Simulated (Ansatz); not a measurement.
# Phonons of TaN (P-62m) against volume

Wanted: Grüneisen parameters and pressure coefficients of the modes of TaN (P-62m).

Method: DFT PBEsol, scalar-relativistic, plane waves, PAW; PAW set soft_1, in Ansatz 0.2.0.

**1. The starting structure**

It takes space group P-62m (No. 189, hexagonal). The conventional cell has a = 5.196 Å, b = 5.196 Å, c = 2.911 Å, α = 90.00°, β = 90.00°, γ = 120.00°. N has 5 Ta at 2.04 to 2.16 Å nearest. Nearest to Ta lie 6 N at 2.16 Å. Ta has 3 N at 2.04 Å nearest. Farther neighbours and most contacts between anions are not listed.

Structure file:

```cif
data_structure
_symmetry_space_group_name_H-M 'P 1'
_symmetry_Int_Tables_number 1
_cell_length_a 5.1960
_cell_length_b 5.1960
_cell_length_c 2.9110
_cell_angle_alpha 90.000
_cell_angle_beta 90.000
_cell_angle_gamma 120.000
_cell_volume 68.06
loop_
_atom_site_label
_atom_site_type_symbol
_atom_site_fract_x
_atom_site_fract_y
_atom_site_fract_z
_atom_site_occupancy
N1 N 0.39285 0.00000 0.00000 1
N2 N 0.60715 0.60715 0.00000 1
N3 N 0.00000 0.39285 0.00000 1
Ta4 Ta 0.33333 0.66667 0.50000 1
Ta5 Ta 0.66667 0.33333 0.50000 1
Ta6 Ta 0.00000 0.00000 0.00000 1
```

**2. Bringing the structure to rest**

The cell and atoms are relaxed, since residual forces and stress would shift the frequencies.

Contents of input.yaml:

```yaml
crystal:
  lattice:
    - [5.196, 0.0, 0.0]
    - [-2.598, 4.4998679981, 0.0]
    - [0.0, 0.0, 2.911]
  atoms:
    - { symbol: "N", position: [0.39285, 0.0, 0.0] }
    - { symbol: "N", position: [0.60715, 0.60715, 0.0] }
    - { symbol: "N", position: [0.0, 0.39285, 0.0] }
    - { symbol: Ta, position: [0.33333333, 0.66666667, 0.5] }
    - { symbol: Ta, position: [0.66666667, 0.33333333, 0.5] }
    - { symbol: Ta, position: [0.0, 0.0, 0.0] }
kpoints:
  mp_grid: { grid: [9, 9, 12] }
hamiltonian:
  xc: pbesol
  pseudopotentials: { kind: paw, azcp: { folder: soft_1 }, xc_functional: pbe }
scf:
  occupations: { method: gaussian, width: 0.1 }
output:
  forces: true
  stress: true
  eigenvalues: true
relax:
  adjacent_minimum: "off"
  f_tol: 0.005
  max_steps: 80
  cell: { stress_tol: 0.05 }
```

Started as:

```bash
$ ansatz run input.yaml --threads 8 --pin off --max-ram 16384MiB --backend cpu --events-out ev --progress --plain --runs-dir out
```

Numbers of over 12 decimals in the logs are rounded to 6 here.

What it wrote:

```text
Engine: ansatz 0.2.0, aarch64-unknown-linux-gnu
Pseudopotentials: kind: paw
Pseudopotential: N, paw, valence charge 5, recommended cutoff 420 eV (normal), soft_1/N.paw.azcp
Pseudopotential: Ta, paw, valence charge 13, recommended cutoff 420 eV (normal), soft_1/Ta.paw.azcp
Functional definition: PBEsol
  exchange = pbesol_x
  correlation = pbesol_c
Crystal: 6 atoms, lattice volume = 68.063 Å³
Basis set: ecut = 420 eV, 1287 PW (Γ), exchange–correlation on 72×72×40 points (8 copies of the dense FFT grid, shifted against one another)
Bands: 33, of which v1, the nominal top of the filled ones, is band 27 counted from 1 (26 counted from 0)
Symmetry: 12 space group operations
Space group: P-62m (ITA 189), of the structure as read, at distance tolerance 4.1e-5 Å
k-points: 84 of 972 (time reversal used)
Non-local potential: N, projectors of the file, l = 0: 2, l = 1: 2, l = 2: 1
Non-local potential: Ta, projectors of the file, l = 0: 3, l = 1: 2, l = 2: 2, l = 3: 1
PAW form: soft (Blöchl's): semilocal exchange-correlation on the pseudo side does not see the compensation charge
PAW frozen core: N, regenerated for the run's functional, and the local potential with it (the file was generated under x = pbe(κ = 0.804, μ = 0.219515), c = pbe(β = 0.066725))
PAW frozen core: Ta, regenerated for the run's functional, and the local potential with it (the file was generated under x = pbe(κ = 0.804, μ = 0.219515), c = pbe(β = 0.066725))
PAW one-centre angular grid: N, 110 points (default); XC on 64 Gauss nodes
PAW one-centre angular grid: Ta, 590 points (default); XC on 64 Gauss nodes
Initial density: superposition of atomic densities (chi_scale 0.1, normalization cell, long waves kept (reshape's long-wave potential 0.01 eV rms))
Initial wavefunctions: pseudopotential atomic-orbital guess
Functional: x = pbesol(κ = 0.804, μ = 0.123457), c = pbesol(β = 0.046)
SCF iter   1: F=—  HF=-30566.413052 eV  |F-HF|=—  |Δ(HF+E_count)|=         —  Δρ=6.39e-2  dr2=3.50e0  ethr=3.10e-3  ⟨swp⟩=4.9  Hψ=11185  notcnv=0
preconditioner: auto → Resta (q_TF=auto, 2.625 Å⁻¹)  ε∞=7.2  [insulator: Δε(μ)=0.128 eV  Ē_g=9.865 eV  σ=0.100 eV  W_gap=0.62  n_scr=26 (ndim 8)  ℏωp=24.7 eV  f_vac=0.000  D(μ)=0.21/eV (n_scr^D=0)  ε∞_Penn≈7.2]
SCF iter   2: F=—  HF=-30565.772344 eV  |F-HF|=—  |Δ(HF+E_count)|=   6.41e-1  Δρ=3.10e-2  dr2=3.09e-1  ethr=3.10e-3  ⟨swp⟩=2.1  Hψ=4902  notcnv=0  defer=128
preconditioner: auto → Kerker (q_TF=auto, 2.625 Å⁻¹)  [metal: Δε(μ)=0.009 eV  Ē_g=9.544 eV  σ=0.100 eV  W_gap=0.05  n_scr=26 (ndim 8)  ℏωp=24.7 eV  f_vac=0.000  D(μ)=0.38/eV (n_scr^D=0)]
SCF iter   3: F=—  HF=-30565.746999 eV  |F-HF|=—  |Δ(HF+E_count)|=   2.53e-2  Δρ=1.48e-2  dr2=7.95e-2  ethr=5.72e-4  ⟨swp⟩=1.1  Hψ=2650  notcnv=0  defer=128
SCF iter   4: F=—  HF=-30565.738957 eV  |F-HF|=—  |Δ(HF+E_count)|=   8.04e-3  Δρ=2.02e-3  dr2=2.82e-3  ethr=1.47e-4  ⟨swp⟩=2.4  Hψ=3994  notcnv=0  defer=128
SCF iter   5: F=—  HF=-30565.738558 eV  |F-HF|=—  |Δ(HF+E_count)|=   3.99e-4  Δρ=7.69e-4  dr2=4.04e-4  ethr=5.22e-6  ⟨swp⟩=2.0  Hψ=3551  notcnv=0  defer=128
SCF iter   6: F=—  HF=-30565.738475 eV  |F-HF|=—  |Δ(HF+E_count)|=   8.28e-5  Δρ=1.38e-4  dr2=1.46e-5  ethr=7.47e-7  ⟨swp⟩=2.0  Hψ=3847  notcnv=0  defer=128
SCF iter   7: F=—  HF=-30565.738482 eV  |F-HF|=—  |Δ(HF+E_count)|=   6.43e-6  Δρ=2.23e-5  dr2=3.61e-7  ethr=2.71e-8  ⟨swp⟩=2.0  Hψ=3975  notcnv=0  defer=128
SCF iter   8: F=-30565.738482 eV  HF=-30565.738482 eV  |F-HF|=5.55e-9  |Δ(HF+E_count)|=   3.51e-8  Δρ=4.37e-6  dr2=1.40e-8  ethr=1.85e-10  ⟨swp⟩=10.2  Hψ=11480  notcnv=0
SCF 1 converged in 8 iterations: F = -30565.738482 eV  dr2 = 1.40e-8
  greatest PAW one-centre occupation: 0.999 electrons in one spin orbital (limit 2), on the Ta atom at site 4 (counted from 0), in its partial waves of l = 0
relax step   1: F+E_penalty+E_count = -30565.73848171 eV  Δ(F+E_penalty+E_count) = +0.000e0 eV  max|allowed force component| = 1.852e-2 eV/Å  Δτ_max = 0.0000 Å  P = -3.925 GPa  Ω = 68.063 Å³  (8 SCF iters, dr2 threshold 1.00e-7 eV, accepted)
Crystal: 6 atoms, lattice volume = 66.915 Å³
Initial density: handed on by an earlier stage of this run
Initial wavefunctions: those handed on with the density
iter 1 solved again at ethr=9.97e-6 eV; its pass at ethr=3.10e-3 eV (dr2=5.38e-3 eV) is discarded
SCF iter   1: F=—  HF=-30565.750086 eV  |F-HF|=—  |Δ(HF+E_count)|=         —  Δρ=2.88e-3  dr2=5.32e-3  ethr=9.97e-6  ⟨swp⟩=1.5  Hψ=14861  notcnv=0
preconditioner: auto → Kerker (q_TF=auto, 2.633 Å⁻¹)  [metal: Δε(μ)=0.084 eV  Ē_g=9.669 eV  σ=0.100 eV  W_gap=0.45  n_scr=26 (ndim 8)  ℏωp=24.9 eV  f_vac=0.000  D(μ)=0.32/eV (n_scr^D=0)]
SCF iter   2: F=—  HF=-30565.748746 eV  |F-HF|=—  |Δ(HF+E_count)|=   1.34e-3  Δρ=8.45e-4  dr2=4.92e-4  ethr=9.86e-6  ⟨swp⟩=2.0  Hψ=3854  notcnv=0
SCF iter   3: F=—  HF=-30565.748618 eV  |F-HF|=—  |Δ(HF+E_count)|=   1.28e-4  Δρ=4.09e-4  dr2=1.19e-4  ethr=9.11e-7  ⟨swp⟩=1.9  Hψ=3354  notcnv=0
SCF iter   4: F=—  HF=-30565.748578 eV  |F-HF|=—  |Δ(HF+E_count)|=   3.94e-5  Δρ=6.34e-5  dr2=2.50e-6  ethr=2.20e-7  ⟨swp⟩=2.2  Hψ=3939  notcnv=0
SCF iter   5: F=-30565.748578 eV  HF=-30565.748578 eV  |F-HF|=8.12e-8  |Δ(HF+E_count)|=   2.86e-7  Δρ=1.66e-5  dr2=2.02e-7  ethr=1.11e-9  ⟨swp⟩=6.0  Hψ=11171  notcnv=0
SCF 2 converged in 5 iterations: F = -30565.748578 eV  dr2 = 2.02e-7
relax step   2: F+E_penalty+E_count = -30565.74857804 eV  Δ(F+E_penalty+E_count) = -1.010e-2 eV  max|allowed force component| = 4.393e-2 eV/Å  Δτ_max = 0.0011 Å  P = +1.772 GPa  Ω = 66.915 Å³  energy of the carried Pulay correction = +1.923e-3 eV  (5 SCF iters, dr2 threshold 6.00e-7 eV, accepted)
Crystal: 6 atoms, lattice volume = 67.216 Å³
iter 1 solved again at ethr=9.56e-7 eV; its pass at ethr=3.10e-3 eV (dr2=5.16e-4 eV) is discarded
SCF iter   1: F=—  HF=-30565.750407 eV  |F-HF|=—  |Δ(HF+E_count)|=         —  Δρ=8.47e-4  dr2=5.04e-4  ethr=9.56e-7  ⟨swp⟩=2.7  Hψ=14321  notcnv=0
preconditioner: auto → Kerker (q_TF=auto, 2.631 Å⁻¹)  [metal: Δε(μ)=0.047 eV  Ē_g=9.616 eV  σ=0.100 eV  W_gap=0.26  n_scr=26 (ndim 8)  ℏωp=24.8 eV  f_vac=0.000  D(μ)=0.35/eV (n_scr^D=0)]
SCF iter   2: F=—  HF=-30565.750299 eV  |F-HF|=—  |Δ(HF+E_count)|=   1.08e-4  Δρ=3.77e-4  dr2=1.03e-4  ethr=9.33e-7  ⟨swp⟩=2.0  Hψ=3473  notcnv=0
SCF iter   3: F=—  HF=-30565.750265 eV  |F-HF|=—  |Δ(HF+E_count)|=   3.34e-5  Δρ=1.47e-4  dr2=1.70e-5  ethr=1.90e-7  ⟨swp⟩=2.0  Hψ=3090  notcnv=0
SCF iter   4: F=—  HF=-30565.750259 eV  |F-HF|=—  |Δ(HF+E_count)|=   6.20e-6  Δρ=3.42e-5  dr2=7.32e-7  ethr=3.15e-8  ⟨swp⟩=2.0  Hψ=3974  notcnv=0
SCF iter   5: F=-30565.750259 eV  HF=-30565.750259 eV  |F-HF|=7.80e-9  |Δ(HF+E_count)|=   1.74e-7  Δρ=8.95e-6  dr2=3.61e-8  ethr=1.11e-9  ⟨swp⟩=5.2  Hψ=10341  notcnv=0
SCF 3 converged in 5 iterations: F = -30565.750259 eV  dr2 = 3.61e-8
relax step   3: F+E_penalty+E_count = -30565.75025881 eV  Δ(F+E_penalty+E_count) = -1.681e-3 eV  max|allowed force component| = 1.216e-3 eV/Å  Δτ_max = 0.0024 Å  P = +0.104 GPa  Ω = 67.216 Å³  energy of the carried Pulay correction = +1.414e-3 eV  (5 SCF iters, dr2 threshold 6.00e-7 eV, accepted)
[...]
relax step   4: F+E_penalty+E_count = -30565.75037625 eV  Δ(F+E_penalty+E_count) = -1.174e-4 eV  max|allowed force component| = 6.884e-3 eV/Å  Δτ_max = 0.0010 Å  P = -0.079 GPa  Ω = 67.263 Å³  energy of the carried Pulay correction = +1.335e-3 eV  (4 SCF iters, dr2 threshold 5.00e-7 eV, accepted)
[...]
relax step   5: F+E_penalty+E_count = -30565.75039352 eV  Δ(F+E_penalty+E_count) = -1.727e-5 eV  max|allowed force component| = 7.718e-3 eV/Å  Δτ_max = 0.0008 Å  P = -0.059 GPa  Ω = 67.255 Å³  energy of the carried Pulay correction = +1.349e-3 eV  (4 SCF iters, dr2 threshold 2.63e-8 eV, accepted)
[...]
relax step   6: F+E_penalty+E_count = -30565.75041957 eV  Δ(F+E_penalty+E_count) = -2.606e-5 eV  max|allowed force component| = 3.659e-5 eV/Å  Δτ_max = 0.0003 Å  P = +0.000 GPa  Ω = 67.244 Å³  energy of the carried Pulay correction = +1.367e-3 eV  (4 SCF iters, dr2 threshold 2.27e-8 eV, accepted)
Initial wavefunctions: pseudopotential atomic-orbital guess (no wavefunctions were taken with the density)
iter 1 solved again at ethr=1.55e-8 eV; its pass at ethr=3.10e-3 eV (dr2=8.39e-6 eV) is discarded
SCF iter   1: F=—  HF=-30565.749075 eV  |F-HF|=—  |Δ(HF+E_count)|=         —  Δρ=5.31e-5  dr2=2.72e-7  ethr=1.55e-8  ⟨swp⟩=3.5  Hψ=19770  notcnv=0
SCF iter   2: F=—  HF=-30565.749085 eV  |F-HF|=—  |Δ(HF+E_count)|=   1.01e-5  Δρ=2.76e-5  dr2=6.74e-8  ethr=5.03e-10  ⟨swp⟩=2.0  Hψ=3878  notcnv=0
SCF iter   3: F=—  HF=-30565.749085 eV  |F-HF|=—  |Δ(HF+E_count)|=   7.29e-8  Δρ=6.32e-6  dr2=3.75e-9  ethr=1.25e-10  ⟨swp⟩=2.7  Hψ=4174  notcnv=0
SCF iter   4: F=—  HF=-30565.749085 eV  |F-HF|=—  |Δ(HF+E_count)|=   3.77e-9  Δρ=4.32e-7  dr2=8.06e-11  ethr=6.95e-12  ⟨swp⟩=2.0  Hψ=3890  notcnv=0
SCF iter   5: F=-30565.749085 eV  HF=-30565.749085 eV  |F-HF|=3.64e-12  |Δ(HF+E_count)|=  7.28e-12  Δρ=5.22e-8  dr2=2.03e-12  ethr=1.00e-12  ⟨swp⟩=4.7  Hψ=9338  notcnv=0
SCF 7 converged in 5 iterations: F = -30565.749085 eV  dr2 = 2.03e-12
relax step   7: F+E_penalty+E_count = -30565.74908532 eV  Δ(F+E_penalty+E_count) = +1.334e-3 eV  max|allowed force component| = 1.078e-4 eV/Å  Δτ_max = 0.0000 Å  P = -0.031 GPa  Ω = 67.244 Å³  stress off target by 3.47e-2 GPa  SCF on the basis re-selected at this cell (its energy is not comparable with the rows above)  (5 SCF iters)
basis re-selected at this cell: Δ(F+E_penalty+E_count) = +1.334e-3 eV, ΔP = -0.031 GPa vs the last step (what re-selecting the basis moved, of the pressure what is left beyond the Pulay correction that the steps carried, after the strain that the cell walked since its last selection, with what the two solves' SCF thresholds leave and, on support functions, any second-order correction that the steps lacked; it is no m [...]
SCF converged after 5 iterations
Free energy (F): -30565.749085 eV
Harris-Foulkes:  -30565.749085 eV  (|F-HF|=3.64e-12)
Internal energy: -30565.747383 eV  (E = F + TS)
E sigma→0 (E₀):  -30565.748234 eV
Entropy (-TS):   -0.001702 eV (-0.284 meV/atom)
Fermi energy:    19.796301 eV
--- Per-component energies (eV) ---
  E_band       = -217.534199
  E_kinetic    = 1570.211636
  E_local      = -1969.889116  (includes V_loc(G=0)·N_el)
  E_nonlocal   = 80.193672
  E_hartree    = 703.881816
  E_xc         = -1136.042179
  E_vxc        = -929.271310  (∫ρ·V_xc dr)
  E_paw        = -24914.444903  (= ΣΔE_a)
  E_vpaw       = -376.545503  (= ΣTr[D̂ρ^β])
  E_aug_tail   = 0.002820  (compensation charges beyond the density's cutoff)
  E_ewald      = -4900.386563
  E_core_change = 0.725435  (= ΣΔE_core)
  E_smearing   = -0.001702  (= −TS)
  E_closure    = -0.000000  (closes the sum)
  Σ components = -30565.749085   (vs F -30565.749085, Δ=0.00e0)
--- Forces (eV/Å), atoms counted from 1 ---
  atom   1  N     -0.00010782    -0.00000000     0.00000000
  atom   2  N      0.00005391     0.00009337     0.00000000
  atom   3  N      0.00005391    -0.00009337     0.00000000
  atom   4  Ta    -0.00000000    -0.00000000     0.00000000
  atom   5  Ta    -0.00000000     0.00000000     0.00000000
  atom   6  Ta     0.00000000    -0.00000000    -0.00000000
  max |Σ_I F_I| component: 1.02e-16 eV/Å
--- Stress (GPa, compression-positive) ---
       -0.028737       0.000000      -0.000000
        0.000000      -0.028737       0.000000
       -0.000000       0.000000      -0.034664
  P = ⅓ Tr σ = -0.0307 GPa (-0.307 kbar)
--- Band table (eV; the first three rows and the last of 84) ---
  k-point 0: bands = [... 23 lower, 15.4429, 16.3823, 17.7677, 18.7825, 18.7825, 20.3173, 20.3173, 21.5684, ... 2 higher]
  k-point 1: bands = [... 23 lower, 15.0351, 16.6353, 18.1216, 18.4445, 18.4445, 20.7418, 20.7418, 21.6844, ... 2 higher]
  k-point 2: bands = [... 23 lower, 14.4557, 17.3824, 18.0371, 18.0371, 18.9450, 21.1856, 21.1856, 21.7216, ... 2 higher]
  k-point 83: bands = [... 23 lower, 15.6786, 17.1189, 17.1189, 18.0130, 22.2778, 22.2778, 22.3307, 22.3687, ... 2 higher]
--- Relaxed structure (6 steps of the walk, 6 accepted, 1 SCFs on fresh bases) ---
  F+E_penalty+E_count = -30565.74908532 eV   max|allowed force component| = 1.078e-4 eV/Å   (the final SCF, on the basis selected at the relaxed cell)
  cell:  # Å, volume = 67.2443 Å³
    - [5.178308, 0.0, 0.0]
    - [-2.589154, 4.484546, 0.0]
    - [0.0, 0.0, 2.895670]
  atoms:
    - { symbol: N, position: [0.393427, 0, 0.0] }
    - { symbol: N, position: [0.606573, 0.606573, 0.0] }
    - { symbol: N, position: [0.0, 0.393427, 0.0] }
    - { symbol: Ta, position: [0.333333, 0.666667, 0.500000] }
    - { symbol: Ta, position: [0.666667, 0.333333, 0.500000] }
    - { symbol: Ta, position: [0, 0, 0.0] }
```

It took 27 s on 8 threads of Arm Neoverse N1, shared host; peak memory 0.54 GiB.

The steps of the relaxation:

```
step  energy less that of the first step (eV)  largest force component (eV/Å)  pressure (GPa)  volume (Å³)
   1                                   0.0000                          0.0185           -3.93        68.06
   2                                  -0.0101                          0.0439            1.77        66.91
   3                                  -0.0118                          0.0012            0.10        67.22
   4                                  -0.0119                          0.0069           -0.08        67.26
   5                                  -0.0119                          0.0077           -0.06        67.25
   6                                  -0.0119                          0.0000            0.00        67.24
  7*                                  -0.0106                          0.0001           -0.03        67.24
```

Relaxation steps marked * repeat the geometry before them on a plane-wave basis chosen anew for their cell, so energy and pressure can jump there.

Forces are held to the 12 operations that the run works with; a distortion that breaks them can't arise in this run.

```
conventional cell, symmetrised  before  after  change
                         a (Å)   5.196  5.178  -0.3 %
                         b (Å)   5.196  5.178  -0.3 %
                         c (Å)   2.911  2.896  -0.5 %
              volume (Å³/atom)   11.34  11.21  -1.2 %
```

Final coordinates:

```xyz
6
Lattice="5.1783 0.0000 0.0000 -2.5892 4.4845 0.0000 0.0000 0.0000 2.8957" Properties=species:S:1:pos:R:3 pbc="T T T"
N     2.0373    0.0000    0.0000
N     1.5705    2.7202    0.0000
N    -1.0186    1.7643    0.0000
Ta    0.0000    2.9897    1.4478
Ta    2.5892    1.4948    1.4478
Ta    0.0000    0.0000    0.0000
```

This step gave:

* pressure: -0.03071 GPa
* volume per atom: 11.21 Å³
* gap on the k-mesh: 0 eV

In this step the volume went from 11.34 to 11.21 Å³/atom.

**3. Tight relaxation**

Phonons need small forces and stress, so the relaxation is finished with tight tolerances on 9×9×12 k points.

input.yaml, the sections that differ from step 2:

```yaml
crystal:
  lattice:
    - [5.1783077745, 0.0, 0.0]
    - [-2.5891538873, 4.4845460814, 0.0]
    - [0.0, 0.0, 2.8956700627]
  atoms:
    - { symbol: "N", position: [0.3934270257, 0.0, 0.0] }
    - { symbol: "N", position: [0.6065729743, 0.6065729743, 0.0] }
    - { symbol: "N", position: [0.0, 0.3934270257, 0.0] }
    - { symbol: Ta, position: [0.3333333333, 0.6666666667, 0.5] }
    - { symbol: Ta, position: [0.6666666667, 0.3333333333, 0.5] }
    - { symbol: Ta, position: [0.0, 0.0, 0.0] }
scf:
  occupations: { method: methfessel_paxton, width: 0.2 }
relax:
  adjacent_minimum: "off"
  f_tol: 0.001
  max_steps: 60
  cell: { stress_tol: 0.01 }
# kpoints, hamiltonian, output: as in step 2
```

What it wrote:

```text
[...]
Crystal: 6 atoms, lattice volume = 67.244 Å³
Basis set: ecut = 420 eV, 1287 PW (Γ), exchange–correlation on 72×72×40 points (8 copies of the dense FFT grid, shifted against one another)
Bands: 33, of which v1, the nominal top of the filled ones, is band 27 counted from 1 (26 counted from 0)
Symmetry: 12 space group operations
[...]
k-points: 84 of 972 (time reversal used)
[...]
cell:  # Å, volume = 67.2362 Å³
    - [5.177682, 2.8863944261493014e-11, 0.0]
    - [-2.588841, 4.484004, 0.0]
    - [0.0, 0.0, 2.896021]
  atoms:
    - { symbol: N, position: [0.393460, 0, 0.0] }
    - { symbol: N, position: [0.606540, 0.606540, 0.0] }
    - { symbol: N, position: [0.0, 0.393460, 0.0] }
    - { symbol: Ta, position: [0.333333, 0.666667, 0.5] }
    - { symbol: Ta, position: [0.666667, 0.333333, 0.5] }
    - { symbol: Ta, position: [0, 0, 0.0] }
[key lines of the parts left out:]
SCF converged after 4 iterations
Free energy (F): -30565.746969 eV
Fermi energy:    19.815178 eV
P = ⅓ Tr σ = -0.0039 GPa (-0.039 kbar)
```

Wall time 17 s (8 threads); peak memory 0.54 GiB; 2.1 min of CPU time.

Little changed from the start: no atom moved by 0.005 Å and no cell edge by 0.1 %.

This step gave:

```
pressure : -0.003930 GPa
```

The largest force component left is 0.029 meV/Å and the pressure is -0.004 GPa, within the tolerances set. The cell now holds 11.21 Å³/atom.

[end of part 1 of 3]

[Logs are printed without paths, hosts, clocks, repeated set-up lines and the standing remarks that a program may print on its own settings, such as how far it seeks lower states.]

[Hosts, paths, dates, database ids (printed as entryN), source tags and the programs' standing remarks are cut or masked in the printed files.]
